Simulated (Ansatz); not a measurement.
## Tc of Rb (Im-3m) from its phonons

What Tc do the phonons of Rb (Im-3m) give, and how does it depend on μ*? The cell shown first is a relaxed one, from steps not shown here.

Method: DFT PBE, scalar-relativistic, plane waves, PAW; PAW set soft_1, in Ansatz 0.2.0.

### 1. The cell after earlier relaxation steps

It takes space group Im-3m (No. 229, cubic). The conventional cell has a = 5.672 Å, b = 5.672 Å, c = 5.672 Å, α = 90.00°, β = 90.00°, γ = 90.00°.

### 2. Coupling and resistivity: q 3×3×3, k 9×9×9, scattering 12×12×12

The run that gives the couplings also evaluates McMillan's and Allen and Dynes's formulas and, where asked, the Eliashberg equations, over a range of μ*.

File input.yaml:

```yaml
crystal:
  lattice:
    - [-2.8362174603, 2.8362174603, 2.8362174603]
    - [2.8362174603, -2.8362174603, 2.8362174603]
    - [2.8362174603, 2.8362174603, -2.8362174603]
  atoms:
    - { symbol: Rb, position: [0.0, 0.0, 0.0] }
kpoints:
  mp_grid: { grid: [9, 9, 9] }
hamiltonian:
  xc: pbe
  pseudopotentials: { kind: paw, azcp: { folder: soft_1 } }
scf:
  occupations: { method: methfessel_paxton, width: 0.2 }
output:
  eigenvalues: true
phonons:
  method: dfpt
  qmesh: [3, 3, 3]
  temperatures: { t_max: 1000, t_step: 50 }
  qpath:
    path:
      - [[0.0, 0.0, 0.0], [0.5, -0.5, 0.5], [0.0, 0.0, 0.5], [0.0, 0.0, 0.0], [0.25, 0.25, 0.25], [0.5, -0.5, 0.5]]
      - [[0.25, 0.25, 0.25], [0.0, 0.0, 0.5]]
    npoints: 6
  electrical_resistivity:
    mesh: [12, 12, 12]
    temperatures: [20.0, 50.0, 80.0, 100.0, 150.0, 200.0, 273.0, 300.0, 400.0, 500.0, 600.0, 800.0]
  superconductivity: { mesh: [12, 12, 12] }
```

Command:

```console
> ansatz run input.yaml --threads 16 --pin off --max-ram 92160MiB --backend cuda --events-out ev --progress --plain --runs-dir out --max-vram 78GiB
```

The runs that follow: resistivity: q 3×3×3, k 12×12×12, scattering 20×20×20; resistivity: q 4×4×4, k 16×16×16, scattering 24×24×24. Settings of the main run: cutoff 420 eV, 16×16×16 k-mesh, Methfessel-Paxton occupations, smearing width 0.2 eV, 24×24×24 scattering mesh, 4×4×4 q-mesh, PAW set soft 1.

**Question.** What will these runs give for the coupling constant λ and log mean phonon energy ħω_log?

Above the Debye range the phonon population grows as T, and so does the scattering: the resistivity is close to linear in T. λ = 2∫α²F(ω)/ω dω weights soft modes most: the lower half of the spectrum holds 22 % of the area but 42 % of λ. In the last run (PBE, q 4×4×4, k 16×16×16, scattering 24×24×24), with λ = 0.19 and ħω_log = 3.01 meV, Tc at μ* = 0.13 is under 1 mK by the formulas.

| Quantity | Value |
| --- | --- |
| coupling constant λ | 0.186 |
| log mean phonon energy ħω_log | 3.01 meV |

Wikipedia's list of superconducting elements holds no transition of Rb at normal pressure, in line with the calculation. In that run Allen and Dynes's formula gives no transition above 0.05 K at μ* = 0.10 or more. By the run's own test λ is not converged in the fine mesh: it moves by 3 % between the two finest, and by up to 4 % in the other runs. The run's transport test calls it not converged in the mesh; ρ(300 K) moves by 2 % in the component that moves most. Over the runs, λ takes the values 0.191, 0.186 and 0.186, in the order shown. μ* is a typed number, phonons are harmonic, and spin fluctuations are left out; with λ this near or under μ*(1 + 0.62 λ), the formulas give Tc only to its order of magnitude, or none.

[Logs are printed without paths, hosts, clocks, repeated set-up lines and the standing remarks that a program may print on its own settings, such as how far it seeks lower states.]

[Hosts, paths, dates, database ids (printed as entryN), source tags and the programs' standing remarks are cut or masked in the printed files.]
